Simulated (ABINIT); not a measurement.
**SnPbSe3 (Pm-3m): zone-centre phonons**

Aim: the zone-centre modes of SnPbSe3 (Pm-3m).

Main program and level: ABINIT 10.8.3; DFT LDA, scalar-relativistic, plane waves, HGH norm-conserving pseudopotentials.

The structure was built from a prototype and need not be the compound's stable phase.

## 1. The starting structure

Symmetry: Pm-3m, No. 221, cubic system. The conventional cell has a = 5.400 Å, b = 5.400 Å, c = 5.400 Å, α = 90.00°, β = 90.00°, γ = 90.00°. Nearest to Sn lie 12 Se at 3.82 Å. Pb has 6 Se at 2.70 Å nearest. Nearest to Se lie 2 Pb at 2.70 Å. Farther neighbours and most contacts between anions are not listed.

Coordinates:

```cif
data_structure
_symmetry_space_group_name_H-M 'P 1'
_symmetry_Int_Tables_number 1
_cell_length_a 5.3998
_cell_length_b 5.3998
_cell_length_c 5.3998
_cell_angle_alpha 90.000
_cell_angle_beta 90.000
_cell_angle_gamma 90.000
_cell_volume 157.45
loop_
_atom_site_label
_atom_site_type_symbol
_atom_site_fract_x
_atom_site_fract_y
_atom_site_fract_z
_atom_site_occupancy
Sn1 Sn 0.00000 0.00000 0.00000 1
Pb2 Pb 0.50000 0.50000 0.50000 1
Se3 Se 0.50000 0.50000 0.00000 1
Se4 Se 0.50000 0.00000 0.50000 1
Se5 Se 0.00000 0.50000 0.50000 1
```

## 2. A probe with smearing

A first run with smearing and empty bands tells whether the crystal has a gap, which decides between fixed occupations and smearing later on.

File probe.abi:

```
# ground state
tolvrs 1.0d-08
prtden 1
prtwf 1

# basis, mesh and filling
ecut 20.0
ixc 7
ngkpt 4 4 4
nshiftk 1
shiftk 0.0 0.0 0.0
istwfk *1
occopt 7
tsmear 0.005
nband 20
nstep 100
diemac 9.0
prtebands 0
prtgsr 0

# cell and atoms
acell 10.20414313 10.20414313 10.20414313
rprim 
    1.0 0.0 0.0
    0.0 1.0 0.0
    0.0 0.0 1.0
ntypat 3
znucl 50 82 34
natom 5
typat 1 2 3 3 3
xred 
    0.0 0.0 0.0
    0.5 0.5 0.5
    0.5 0.5 0.0
    0.5 0.0 0.5
    0.0 0.5 0.5
pp_dirpath "./pseudo"
pseudos "Sn.hgh, Pb.hgh, Se.hgh"
```

Run with:

```console
$ OMP_NUM_THREADS=1 mpirun -n 4 abinit probe.abi > probe.log
```

Numbers of over 12 decimals in the logs are rounded to 6 here.

probe.abo, the main output file:

```text
[banners, grids, parts of the stress and lines that vanish by symmetry left out]
- input  file    -> probe.abi
- output file    -> probe.abo
- root for input  files -> probei
[...]
Symmetries : space group Pm -3 m (#221); Bravais cP (primitive cubic)
[...]
mpw =        4632          nfft =       91125          nkpt =          10
[...]
== DATASET  1 ==================================================================
[...]
cutoff_energies: {ecut:  20.0, pawecutdg:  -1.0, }
[...]
Exchange-correlation functional for the present dataset will be:
  LDA: Perdew-Wang 92 LSD fit to Ceperley-Alder data - ixc=7
[...]
ETOT  1  -35.543609823562    -3.554E+01 2.801E-02 4.282E+02
 ETOT  2  -35.628813792410    -8.520E-02 1.243E-03 4.668E+01
 ETOT  3  -35.641896446683    -1.308E-02 7.265E-04 1.072E+01
 ETOT  4  -35.643870987474    -1.975E-03 1.225E-04 7.813E-02
 ETOT  5  -35.643884086693    -1.310E-05 7.345E-05 1.529E-03
 ETOT  6  -35.643884241739    -1.550E-07 3.584E-05 2.026E-05
 ETOT  7  -35.643884244317    -2.578E-09 2.220E-05 2.594E-06
 ETOT  8  -35.643884244709    -3.915E-10 1.459E-05 4.466E-08
 ETOT  9  -35.643884244715    -6.402E-12 9.507E-06 3.134E-10
 At SCF step    9       vres2   =  3.13E-10 < tolvrs=  1.00E-08 =>converged.
[...]
sigma(1 1)=  1.41883790E-04  sigma(3 2)=  0.00000000E+00
  sigma(2 2)=  1.41883790E-04  sigma(3 1)=  0.00000000E+00
  sigma(3 3)=  1.41883790E-04  sigma(2 1)=  0.00000000E+00
[...]
convergence: {deltae: -6.402E-12, res2:  3.134E-10, residm:  9.507E-06, diffor: null, }
etotal    :  -3.56438842E+01
[...]
sigma(1 1)=  1.41883790E-04  sigma(3 2)=  0.00000000E+00
  sigma(2 2)=  1.41883790E-04  sigma(3 1)=  0.00000000E+00
  sigma(3 3)=  1.41883790E-04  sigma(2 1)=  0.00000000E+00
[...]
- sigma(1 1)=  4.17436523E+00  sigma(3 2)=  0.00000000E+00
- sigma(2 2)=  4.17436523E+00  sigma(3 1)=  0.00000000E+00
- sigma(3 3)=  4.17436523E+00  sigma(2 1)=  0.00000000E+00
[...]
fcart     -0.0000000000E+00 -0.0000000000E+00 -0.0000000000E+00
           strten      1.4188379045E-04  1.4188379045E-04  1.4188379045E-04
================================================================================

[key lines of the parts left out:]
pressure_GPa:  -4.1744E+00
```

Wall time 17 s (4 MPI ranks of Arm Neoverse N1, shared host).

This step gave:

```yaml
volume_per_atom: 31.49 Å³
pressure: -4.174 GPa
gap_on_the_k_mesh: 0 eV
```

No gap opens on this mesh, so smearing is kept; the printed pressure holds the stress of the finite basis too.

## 3. Rough relaxation

The typed start is rough, so a first relaxation with smearing and loose thresholds takes it towards rest cheaply.

File prerelax.abi:

```
# relaxation
ionmov 2
optcell 2
dilatmx 1.15
chkdilatmx 0
ntime 40
tolmxf 3.0d-04
tolvrs 1.0d-10
prtwf 0
prtden 0
chksymtnons 0

# basis, mesh and filling
ecut 21.0
ecutsm 3.0
ixc 7
ngkpt 4 4 4
nshiftk 1
shiftk 0.0 0.0 0.0
istwfk *1
occopt 7
tsmear 0.005
nband 20
nstep 100
diemac 1000000.0
prtebands 0
prtgsr 0

# cell and atoms
acell 10.20414313 10.20414313 10.20414313
rprim 
    1.0 0.0 0.0
    0.0 1.0 0.0
    0.0 0.0 1.0
ntypat 3
znucl 50 82 34
natom 5
typat 1 2 3 3 3
xred 
    0.0 0.0 0.0
    0.5 0.5 0.5
    0.5 0.5 0.0
    0.5 0.0 0.5
    0.0 0.5 0.5
pp_dirpath "./pseudo"
pseudos "Sn.hgh, Pb.hgh, Se.hgh"
```

Run with:

```console
$ OMP_NUM_THREADS=1 mpirun -n 4 abinit prerelax.abi > prerelax.log
```

prerelax.abo, the main output file:

```text
[banners, grids, parts of the stress and lines that vanish by symmetry left out]
- input  file    -> prerelax.abi
- output file    -> prerelax.abo
- root for input  files -> prerelaxi
[...]
Symmetries : space group Pm -3 m (#221); Bravais cP (primitive cubic)
[...]
mpw =        7464          nfft =      125000          nkpt =          10
[...]
== DATASET  1 ==================================================================
[...]
cutoff_energies: {ecut:  21.0, pawecutdg:  -1.0, }
[...]
Exchange-correlation functional for the present dataset will be:
  LDA: Perdew-Wang 92 LSD fit to Ceperley-Alder data - ixc=7
[...]
ETOT  1  -35.544262946355    -3.554E+01 1.276E-02 5.858E+02
 ETOT  2  -35.638684708465    -9.442E-02 1.090E-03 1.920E+01
 ETOT  3  -35.642142404383    -3.458E-03 4.832E-04 6.860E+00
 ETOT  4  -35.642921750409    -7.793E-04 1.106E-04 3.107E-01
[...]
ETOT  8  -35.648368867475    -7.319E-13 1.140E-06 1.707E-12
 At SCF step    8       vres2   =  1.71E-12 < tolvrs=  1.00E-10 =>converged.
[...]
sigma(1 1)=  1.96760269E-06  sigma(3 2)=  0.00000000E+00
  sigma(2 2)=  1.96760269E-06  sigma(3 1)=  0.00000000E+00
  sigma(3 3)=  1.96760269E-06  sigma(2 1)=  0.00000000E+00
[...]
convergence: {deltae: -7.319E-13, res2:  1.707E-12, residm:  1.140E-06, diffor: null, }
etotal    :  -3.56483689E+01
[...]
At Broyd/MD step   4, gradients are converged :
[...]
sigma(1 1)=  1.96760269E-06  sigma(3 2)=  0.00000000E+00
  sigma(2 2)=  1.96760269E-06  sigma(3 1)=  0.00000000E+00
  sigma(3 3)=  1.96760269E-06  sigma(2 1)=  0.00000000E+00
[...]
- sigma(1 1)=  5.78888697E-02  sigma(3 2)=  0.00000000E+00
- sigma(2 2)=  5.78888697E-02  sigma(3 1)=  0.00000000E+00
- sigma(3 3)=  5.78888697E-02  sigma(2 1)=  0.00000000E+00
[...]
fcart     -0.0000000000E+00 -0.0000000000E+00 -0.0000000000E+00
           strten      1.9676026889E-06  1.9676026889E-06  1.9676026889E-06
================================================================================

[key lines of the parts left out:]
pressure_GPa:  -5.7889E-02
Total energy (etotal) [Ha]= -3.56483688674747E+01
```

Run time: 91 s. Hardware: 4 MPI ranks; 6 min of CPU time.

Relaxation path:

| step | energy less that of the first step (eV) | largest force (eV/Å) | volume (Å³) |
| --- | --- | --- | --- |
| 1 | 0.0000 | 0.0000 | 157.45 |
| 2 | -0.0322 | 0.0000 | 155.83 |
| 3 | -0.1445 | 0.0000 | 143.04 |
| 4 | -0.1469 | 0.0000 | 144.70 |

| conventional cell, symmetrised | before | after | change |
| --- | --- | --- | --- |
| a (Å) | 5.400 | 5.250 | -2.8 % |
| b (Å) | 5.400 | 5.250 | -2.8 % |
| c (Å) | 5.400 | 5.250 | -2.8 % |
| volume (Å³/atom) | 31.49 | 28.94 | -8.1 % |

The relaxed structure:

```xyz
5
Lattice="5.2500 0.0000 0.0000 0.0000 5.2500 0.0000 0.0000 0.0000 5.2500" Properties=species:S:1:pos:R:3 pbc="T T T"
Sn    0.0000    0.0000    0.0000
Pb    2.6250    2.6250    2.6250
Se    2.6250    2.6250    0.0000
Se    2.6250    0.0000    2.6250
Se    0.0000    2.6250    2.6250
```

Numbers from this step:

| Property | Result |
| --- | --- |
| volume per atom | 28.94 Å³ |
| pressure | -0.05789 GPa |

The volume changes by -8.1 % in this run and stands -8.1 % from the first cell.

## 4. Relaxation

The harmonic expansion needs vanishing forces, and a free crystal bears no stress, so cell and atoms are brought to rest. Stress is more sensitive to the basis than forces are: the last 3 Ha under the cutoff are smoothed with ecutsm, and the cutoff is raised above that of the later runs.

File relax.abi:

```
# relaxation
ionmov 2
optcell 2
dilatmx 1.08
ntime 40
tolmxf 1.0d-05
tolvrs 1.0d-14
prtwf 0
prtden 0
chksymtnons 0

# basis, mesh and filling
ecut 26.0
ecutsm 3.0
ixc 7
ngkpt 4 4 4
nshiftk 1
shiftk 0.0 0.0 0.0
istwfk *1
occopt 6
tsmear 0.01
nband 20
nstep 100
diemac 1000000.0
prtebands 0
prtgsr 0

# cell and atoms
acell 9.921030015 9.921030015 9.921030015
rprim 
    1.0 0.0 0.0
    0.0 1.0 0.0
    0.0 0.0 1.0
ntypat 3
znucl 50 82 34
natom 5
typat 1 2 3 3 3
xred 
    0.0 0.0 0.0
    0.5 0.5 0.5
    0.5 0.5 0.0
    0.5 0.0 0.5
    0.0 0.5 0.5
pp_dirpath "./pseudo"
pseudos "Sn.hgh, Pb.hgh, Se.hgh"
```

Run with:

```console
$ OMP_NUM_THREADS=1 mpirun -n 4 abinit relax.abi > relax.log
```

relax.abo, the main output file:

```text
[banners, grids, parts of the stress and lines that vanish by symmetry left out]
- input  file    -> relax.abi
- output file    -> relax.abo
- root for input  files -> relaxi
[...]
Symmetries : space group Pm -3 m (#221); Bravais cP (primitive cubic)
[...]
mpw =        7821          nfft =      125000          nkpt =          10
[...]
== DATASET  1 ==================================================================
[...]
cutoff_energies: {ecut:  26.0, pawecutdg:  -1.0, }
[...]
Exchange-correlation functional for the present dataset will be:
  LDA: Perdew-Wang 92 LSD fit to Ceperley-Alder data - ixc=7
[...]
ETOT  1  -35.565760562048    -3.557E+01 3.288E-02 5.516E+02
 ETOT  2  -35.651232558250    -8.547E-02 4.111E-03 1.585E+01
 ETOT  3  -35.654121676995    -2.889E-03 2.812E-03 5.029E+00
 ETOT  4  -35.654685313574    -5.636E-04 6.079E-04 1.971E-01
 ETOT  5  -35.654714238931    -2.893E-05 1.538E-04 6.971E-03
[...]
At SCF step   12       vres2   =  4.73E-17 < tolvrs=  1.00E-14 =>converged.
[...]
sigma(1 1)=  2.47291721E-06  sigma(3 2)=  0.00000000E+00
  sigma(2 2)=  2.47291721E-06  sigma(3 1)=  0.00000000E+00
  sigma(3 3)=  2.47291721E-06  sigma(2 1)=  0.00000000E+00
[...]
convergence: {deltae:  2.302E-12, res2:  4.725E-17, residm:  2.259E-05, diffor: null, }
etotal    :  -3.56547149E+01
[...]
ETOT  1  -35.654714840073    -3.565E+01 1.514E-01 4.673E-03
[...]
At SCF step    8       vres2   =  1.28E-15 < tolvrs=  1.00E-14 =>converged.
[...]
sigma(1 1)=  2.11373456E-06  sigma(3 2)=  0.00000000E+00
  sigma(2 2)=  2.11373456E-06  sigma(3 1)=  0.00000000E+00
  sigma(3 3)=  2.11373456E-06  sigma(2 1)=  0.00000000E+00
[...]
convergence: {deltae:  3.837E-13, res2:  1.283E-15, residm:  3.381E-03, diffor: null, }
etotal    :  -3.56547154E+01
[...]
ETOT  1  -35.654697024947    -3.565E+01 5.799E-06 1.595E-01
[...]
ETOT  8  -35.654716767563     8.882E-13 1.172E-06 2.858E-14
 ETOT  9  -35.654716767564    -3.340E-13 6.633E-07 7.863E-16
 At SCF step    9       vres2   =  7.86E-16 < tolvrs=  1.00E-14 =>converged.
[...]
sigma(1 1)= -4.80816084E-09  sigma(3 2)=  0.00000000E+00
  sigma(2 2)= -4.80816084E-09  sigma(3 1)=  0.00000000E+00
  sigma(3 3)= -4.80816084E-09  sigma(2 1)=  0.00000000E+00
[...]
convergence: {deltae: -3.340E-13, res2:  7.863E-16, residm:  6.633E-07, diffor: null, }
etotal    :  -3.56547168E+01
[...]
At Broyd/MD step   3, gradients are converged :
[...]
sigma(1 1)= -4.80816084E-09  sigma(3 2)=  0.00000000E+00
  sigma(2 2)= -4.80816084E-09  sigma(3 1)=  0.00000000E+00
  sigma(3 3)= -4.80816084E-09  sigma(2 1)=  0.00000000E+00
[...]
- sigma(1 1)= -1.41460976E-04  sigma(3 2)=  0.00000000E+00
- sigma(2 2)= -1.41460976E-04  sigma(3 1)=  0.00000000E+00
- sigma(3 3)= -1.41460976E-04  sigma(2 1)=  0.00000000E+00
[...]
fcart     -0.0000000000E+00 -0.0000000000E+00 -0.0000000000E+00
           strten     -4.8081608389E-09 -4.8081608378E-09 -4.8081608400E-09
================================================================================

[key lines of the parts left out:]
pressure_GPa:   1.4146E-04
Total energy (etotal) [Ha]= -3.56547167675635E+01
```

It took 76 s on 4 MPI ranks; 5 min of CPU time.

Little changed from the start: no atom moved by 0.005 Å and no cell edge by 0.1 %.

This step gave:

```
volume per atom : 28.90 Å³
pressure        : 1.41e-4 GPa
```

The volume changes by -0.2 % in this run and stands -8.2 % from the first cell.

## 5. Ground state

First-order wavefunctions inherit every error of the ground state, hence the very tight tolvrs. Smearing stays on, as the first look found no gap above 0.3 eV.

File gs.abi:

```
# ground state
tolvrs 1.0d-16
prtden 1
prtwf 1

# basis, mesh and filling
ecut 20.0
ixc 7
ngkpt 4 4 4
nshiftk 1
shiftk 0.0 0.0 0.0
istwfk *1
occopt 6
tsmear 0.01
nband 20
nstep 100
diemac 1000000.0
prtebands 0
prtgsr 0

# cell and atoms
acell 9.915969282 9.915969282 9.915969282
rprim 
    1.0 0.0 0.0
    0.0 1.0 0.0
    0.0 0.0 1.0
ntypat 3
znucl 50 82 34
natom 5
typat 1 2 3 3 3
xred 
    0.0 0.0 0.0
    0.5 0.5 0.5
    0.5 0.5 0.0
    0.5 0.0 0.5
    0.0 0.5 0.5
pp_dirpath "./pseudo"
pseudos "Sn.hgh, Pb.hgh, Se.hgh"
```

Run with:

```console
$ OMP_NUM_THREADS=1 mpirun -n 4 abinit gs.abi > gs.log
```

gs.abo, the main output file:

```text
[banners, grids, parts of the stress and lines that vanish by symmetry left out]
- input  file    -> gs.abi
- output file    -> gs.abo
- root for input  files -> gsi
[...]
Symmetries : space group Pm -3 m (#221); Bravais cP (primitive cubic)
[...]
mpw =        4224          nfft =       64000          nkpt =          10
[...]
== DATASET  1 ==================================================================
[...]
cutoff_energies: {ecut:  20.0, pawecutdg:  -1.0, }
[...]
Exchange-correlation functional for the present dataset will be:
  LDA: Perdew-Wang 92 LSD fit to Ceperley-Alder data - ixc=7
[...]
ETOT  1  -35.558982559199    -3.556E+01 2.689E-02 2.801E+02
 ETOT  2  -35.645034781597    -8.605E-02 9.916E-04 8.142E+00
 ETOT  3  -35.647928862034    -2.894E-03 3.982E-04 2.556E+00
 ETOT  4  -35.648484772544    -5.559E-04 1.470E-04 9.615E-02
 ETOT  5  -35.648512490791    -2.772E-05 1.026E-04 3.554E-03
[...]
ETOT 11  -35.648513164195    -1.776E-13 5.373E-06 7.188E-14
 ETOT 12  -35.648513164195     9.237E-14 3.285E-06 3.560E-17
 At SCF step   12       vres2   =  3.56E-17 < tolvrs=  1.00E-16 =>converged.
[...]
sigma(1 1)=  2.91134216E-05  sigma(3 2)=  0.00000000E+00
  sigma(2 2)=  2.91134216E-05  sigma(3 1)=  0.00000000E+00
  sigma(3 3)=  2.91134216E-05  sigma(2 1)=  0.00000000E+00
[...]
convergence: {deltae:  9.237E-14, res2:  3.560E-17, residm:  3.285E-06, diffor: null, }
etotal    :  -3.56485132E+01
[...]
sigma(1 1)=  2.91134216E-05  sigma(3 2)=  0.00000000E+00
  sigma(2 2)=  2.91134216E-05  sigma(3 1)=  0.00000000E+00
  sigma(3 3)=  2.91134216E-05  sigma(2 1)=  0.00000000E+00
[...]
- sigma(1 1)=  8.56546435E-01  sigma(3 2)=  0.00000000E+00
- sigma(2 2)=  8.56546435E-01  sigma(3 1)=  0.00000000E+00
- sigma(3 3)=  8.56546435E-01  sigma(2 1)=  0.00000000E+00
[...]
fcart     -0.0000000000E+00 -0.0000000000E+00 -0.0000000000E+00
           strten      2.9113421586E-05  2.9113421586E-05  2.9113421586E-05
================================================================================

[key lines of the parts left out:]
pressure_GPa:  -8.5655E-01
```

It took 17 s on 4 MPI ranks; 63 s of CPU time.

This step gave:

```yaml
pressure: -0.8565 GPa
```

The cell stands at -0.86 GPa: the relaxation ran with a smoothed and higher cutoff, and the difference is a stress of the finite basis.

[end of part 1 of 4]

[Host names and launcher messages were left out of these logs when they were recorded.]

[Logs are printed without paths, hosts, clocks, repeated set-up lines and the standing remarks that a program may print on its own settings, such as how far it seeks lower states.]

[Hosts, paths, dates, database ids (printed as entryN), source tags and the programs' standing remarks are cut or masked in the printed files.]
